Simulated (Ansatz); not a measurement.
# Tc of SrNiPt in the AlB2 type from its phonons

Aim: the phonon-mediated transition temperature of SrNiPt in the AlB2 type at ambient pressure, over a range of μ*. The cell shown first is a relaxed one, from steps not shown here.

Calculated with Ansatz 0.2.0; DFT PBE, scalar-relativistic, plane waves, PAW; PAW set soft_1.

Report form: the programs' logs are mostly left out.

The structure was built from a prototype and need not be the compound's stable phase.

## (1) The cell after earlier relaxation steps

The structure is hexagonal, space group P-6m2 (No. 187). The conventional cell has a = 4.188 Å, b = 4.188 Å, c = 4.377 Å, α = 90.00°, β = 90.00°, γ = 120.00°. Nearest to Sr lie 6 Pt at 3.26 Å and 6 Ni at 3.26 Å. Nearest to Pt lie 3 Ni at 2.42 Å and 6 Sr at 3.26 Å. Nearest to Ni lie 3 Pt at 2.42 Å and 6 Sr at 3.26 Å. Farther neighbours are not listed.

## (2) Resistivity: q 3×3×2, k 6×6×6, scattering 12×12×8

The run that gives the couplings also evaluates McMillan's and Allen and Dynes's formulas and, where asked, the Eliashberg equations, over a range of μ*.

input.yaml reads:

```yaml
crystal:
  lattice:
    - [4.1878580685, 0.0, 0.0]
    - [-2.0939290342, 3.6267914748, 0.0]
    - [0.0, 0.0, 4.3771918352]
  atoms:
    - { symbol: Sr, position: [0.0, 0.0, 0.0] }
    - { symbol: Pt, position: [0.3333333333, 0.6666666667, 0.5] }
    - { symbol: Ni, position: [0.6666666667, 0.3333333333, 0.5] }
kpoints:
  mp_grid: { grid: [6, 6, 6] }
hamiltonian:
  xc: pbe
  pseudopotentials: { kind: paw, azcp: { folder: soft_1 } }
scf:
  occupations: { method: methfessel_paxton, width: 0.2 }
output:
  eigenvalues: true
phonons:
  method: dfpt
  qmesh: [3, 3, 2]
  temperatures: { t_max: 1000, t_step: 50 }
  qpath:
    path:
      - [[0.0, 0.0, 0.0], [0.5, 0.0, 0.0], [0.33333333, 0.33333333, 0.0], [0.0, 0.0, 0.0], [0.0, 0.0, 0.5], [0.5, 0.0, 0.5], [0.33333333, 0.33333333, 0.5], [0.0, 0.0, 0.5]]
      - [[0.5, 0.0, 0.5], [0.5, 0.0, 0.0]]
      - [[0.33333333, 0.33333333, 0.5], [0.33333333, 0.33333333, 0.0]]
    npoints: 10
  electrical_resistivity:
    mesh: [12, 12, 8]
    temperatures: [20.0, 50.0, 77.0, 100.0, 150.0, 200.0, 300.0, 400.0, 600.0, 800.0]
  superconductivity: { mesh: [12, 12, 8] }
```

Command:

```bash
ansatz run input.yaml --threads 4 --pin off --max-ram 12288MiB --backend cpu --events-out ev --progress --plain --runs-dir out
```

Wall time 3.9 min (4 threads of Intel Xeon Platinum 8488C (Sapphire Rapids), shared host); peak memory 4.3 GiB; 15 min of CPU time.

This run has no spin polarisation, although Ni can carry a moment.

Numbers from this step:

- volume per atom: 22.16 Å³/atom
- metallic on mesh: yes
- gap on the k-mesh: 0 eV
- zero point energy: 0.07302 eV/cell
- share of imaginary modes in the plain interpolation between solved wavevectors: 0
- highest frequency, solved or plainly interpolated: 255.5 cm⁻¹
- Debye temperature (second moment): 271 K
- resistivity at 300 K: 19.77 μΩ cm, mean of the axes
- coupling constant λ: 0.08955
- density of states at the Fermi level: 1.462 states/eV a spin and cell
- log mean phonon energy ħω_log: 14.93 meV
- transport coupling constant λ_tr: 0.1303, 0.1303, 0.1246 (xx, yy, zz)
- Drude plasma energy: 1.573, 1.573, 1.582 eV (xx, yy, zz)
- resistivity times mean free path: 40.86, 40.86, 82.41 × 10⁻¹⁶ Ω m² (xx, yy, zz)
- second-moment phonon energy ħω₂: 19.11 meV

An empty cell: under 1 mK by a formula, or no transition down to the floor of the Eliashberg search. Transition temperatures:

```tsv
μ*	McMillan Tc (K)	Allen–Dynes Tc (K)
0.08	-	-
0.1	-	-
0.12	-	-
0.13	-	-
0.14	-	-
0.16	-	-
0.2	-	-
```

## (3) Electron–phonon run: scattering mesh 18×18×12

The next rung changes the scattering mesh, which samples the Fermi surface.

Edit input.yaml of step 2 so:

```diff
@@ -29,4 +29,4 @@
   electrical_resistivity:
-    mesh: [12, 12, 8]
+    mesh: [18, 18, 12]
     temperatures: [20.0, 50.0, 77.0, 100.0, 150.0, 200.0, 300.0, 400.0, 600.0, 800.0]
-  superconductivity: { mesh: [12, 12, 8] }
+  superconductivity: { mesh: [18, 18, 12] }
```

It took 4.4 min on 4 threads; peak memory 4.3 GiB.

This step gave:

| Item | Value |
| --- | --- |
| resistivity at 300 K | 19.16 μΩ cm, mean of the axes |
| coupling constant λ | 0.1168 |
| density of states at the Fermi level | 1.457 states/eV a spin and cell |
| log mean phonon energy ħω_log | 14.23 meV |
| transport coupling constant λ_tr | 0.1533, 0.1533, 0.1336 (xx, yy, zz) |
| Drude plasma energy | 1.801, 1.801, 1.868 eV (xx, yy, zz) |
| resistivity times mean free path | 31.57, 31.57, 77.45 × 10⁻¹⁶ Ω m² (xx, yy, zz) |
| second-moment phonon energy ħω₂ | 18.25 meV |

An empty cell: under 1 mK by a formula, or no transition down to the floor of the Eliashberg search. Transition temperatures:

```tsv
μ*	McMillan Tc (K)	Allen–Dynes Tc (K)
0.08	-	-
0.1	-	-
0.12	-	-
0.13	-	-
0.14	-	-
0.16	-	-
0.2	-	-
```

For the log mean phonon energy ħω_log, step 2 gave 14.9 meV; this run, with scattering mesh 18×18×12, gives 14.2 meV (-5 %).

## (4) Resistivity: q 3×3×2, k 9×9×6, scattering 12×12×12

The next rung changes the k mesh of the density and its response; the scattering mesh, which samples the Fermi surface.

Edit input.yaml of step 3 so:

```diff
@@ -10,3 +10,3 @@
 kpoints:
-  mp_grid: { grid: [6, 6, 6] }
+  mp_grid: { grid: [9, 9, 6] }
 hamiltonian:
@@ -29,4 +29,4 @@
   electrical_resistivity:
-    mesh: [18, 18, 12]
+    mesh: [12, 12, 12]
     temperatures: [20.0, 50.0, 77.0, 100.0, 150.0, 200.0, 300.0, 400.0, 600.0, 800.0]
-  superconductivity: { mesh: [18, 18, 12] }
+  superconductivity: { mesh: [12, 12, 12] }
```

The job ended after 5.2 min (4 threads; peak memory 4.4 GiB).

Numbers from this step:

* zero point energy: 0.07315 eV/cell
* highest frequency, solved or plainly interpolated: 256.8 cm⁻¹
* Debye temperature (second moment): 272 K
* resistivity at 300 K: 18.49 μΩ cm, mean of the axes
* coupling constant λ: 0.1133
* density of states at the Fermi level: 2.001 states/eV a spin and cell
* log mean phonon energy ħω_log: 14.85 meV
* transport coupling constant λ_tr: 0.1667, 0.1667, 0.1506 (xx, yy, zz)
* Drude plasma energy: 1.596, 1.596, 1.941 eV (xx, yy, zz)
* resistivity times mean free path: 40.68, 40.68, 64.95 × 10⁻¹⁶ Ω m² (xx, yy, zz)
* second-moment phonon energy ħω₂: 19.04 meV

An empty cell: under 1 mK by a formula, or no transition down to the floor of the Eliashberg search. Transition temperatures:

```tsv
μ*	McMillan Tc (K)	Allen–Dynes Tc (K)
0.08	-	-
0.1	-	-
0.12	-	-
0.13	-	-
0.14	-	-
0.16	-	-
0.2	-	-
```

The Eliashberg function α²F has structure finer than the step of the table below, so its rows give means over 1 meV, whole bins alone (the curve runs from 0.124 to 31.7 meV). Peaks (meV: height): α²F 8.6: 0.106, 14.8: 0.177, 18.5: 0.351; α²F tr 8.1: 0.181, 14.0: 0.123, 15.8: 0.150, 16.5: 0.271, 18.5: 0.142, 27.5: 0.194, 31.2: 0.246.

The Eliashberg function α²F by phonon energy; means over each step:

```tsv
phonon energy (meV)	α²F	α²F tr
1	2.6e-5	6.7e-6
2	5.1e-4	2.9e-4
3	0.00221	0.00127
4	0.00372	0.00228
5	0.00449	0.00252
6	0.00486	0.00258
7	0.00476	0.00304
8	0.0463	0.106
9	0.0247	0.0305
10	0.00535	0.0109
11	0.0173	0.0190
12	0.0287	0.0647
13	0.0183	0.0391
14	0.0356	0.0983
15	0.106	0.0753
16	0.0899	0.137
17	0.0286	0.0812
18	0.0992	0.0593
19	0.0478	0.0196
20	0	0
21	0	0
22	0	0
23	0	0
24	0	0
25	0	0
26	0.00219	0.0102
27	0.0302	0.149
28	0.0274	0.145
29	0.00870	0.0547
30	0.00596	0.0239
31	0.143	0.173
```

The Eliashberg function α²F has structure finer than the step of the table below, so its rows give means over 1 meV, whole bins alone (the curve runs from 0.124 to 31.7 meV). Peaks (meV: height): α²F 8.6: 0.106, 14.8: 0.177, 18.5: 0.351; Sr 13.8: 0.0324, 14.8: 0.0914, 15.8: 0.045, 18.5: 0.0885; Pt 8.6: 0.101, 14.8: 0.0688; Ni 18.5: 0.256.

Table of Eliashberg function α²F by phonon energy; means over each step:

```tsv
phonon energy (meV)	α²F	Sr	Pt	Ni
1	2.6e-5	0	6.7e-6	0
2	5.1e-4	1.1e-4	2.9e-4	7.7e-5
3	0.00221	5.3e-4	0.00129	3.6e-4
4	0.00372	8.7e-4	0.00220	6.2e-4
5	0.00449	9.8e-4	0.00276	7.5e-4
6	0.00486	8.9e-4	0.00314	8.0e-4
7	0.00476	7.2e-4	0.00329	7.5e-4
8	0.0463	0.00494	0.0400	0.00138
9	0.0247	0.00118	0.0227	8.0e-4
10	0.00535	4.7e-4	0.00405	8.2e-4
11	0.0173	0.00279	0.0118	0.00274
12	0.0287	0.0194	0.00567	0.00363
13	0.0183	0.0126	0.00333	0.00233
14	0.0356	0.0252	0.00625	0.00408
15	0.106	0.0535	0.0358	0.0167
16	0.0899	0.0352	0.0203	0.0344
17	0.0286	0.00883	0.00472	0.0151
18	0.0992	0.0262	0.00171	0.0713
19	0.0478	0.0121	8.4e-4	0.0349
20	0	0	0	0
21	0	0	0	0
22	0	0	0	0
23	0	0	0	0
24	0	0	0	0
25	0	0	0	0
26	0.00219	1.8e-5	3.8e-5	0.00214
27	0.0302	3.2e-4	0.00131	0.0285
28	0.0274	2.3e-4	0.00198	0.0252
29	0.00870	5.8e-5	8.4e-4	0.00779
30	0.00596	2.7e-6	0.00114	0.00479
31	0.143	4.3e-4	0.0273	0.115
```

## (5) Results

- meshes: q 3×3×2, k 9×9×6, scattering 12×12×12
- coupling constant λ: 0.113
- log mean phonon energy ħω_log: 14.8 meV

What this shows: In the last run (PBE, q 3×3×2, k 9×9×6, scattering 12×12×12), with λ = 0.11 and ħω_log = 14.8 meV, Tc at μ* = 0.13 is under 1 mK by the formulas. In that run Allen and Dynes's formula gives no transition above 0.05 K at μ* = 0.10 or more. By the run's own test λ is not converged in the fine mesh: it moves by 62 % between the two finest. The run's transport test calls it not converged in the mesh; ρ(300 K) moves by 31 % in the component that moves most. The runs are not spin-polarised; where the real material orders magnetically, these values do not describe it. Over the runs, λ takes the values 0.0896, 0.117 and 0.113, in the order shown. No spin–orbit coupling, which matters for Pt. The structure is a hand-built model. The compound is a prototype filled by a generator; whether it can be made, and whether it orders so, was not tested. μ* is a typed number, phonons are harmonic, and spin fluctuations are left out; with λ this near or under μ*(1 + 0.62 λ), the formulas give Tc only to its order of magnitude, or none.

[Logs are printed without paths, hosts, clocks, repeated set-up lines and the standing remarks that a program may print on its own settings, such as how far it seeks lower states.]

[Hosts, paths, dates, database ids (printed as entryN), source tags and the programs' standing remarks are cut or masked in the printed files.]
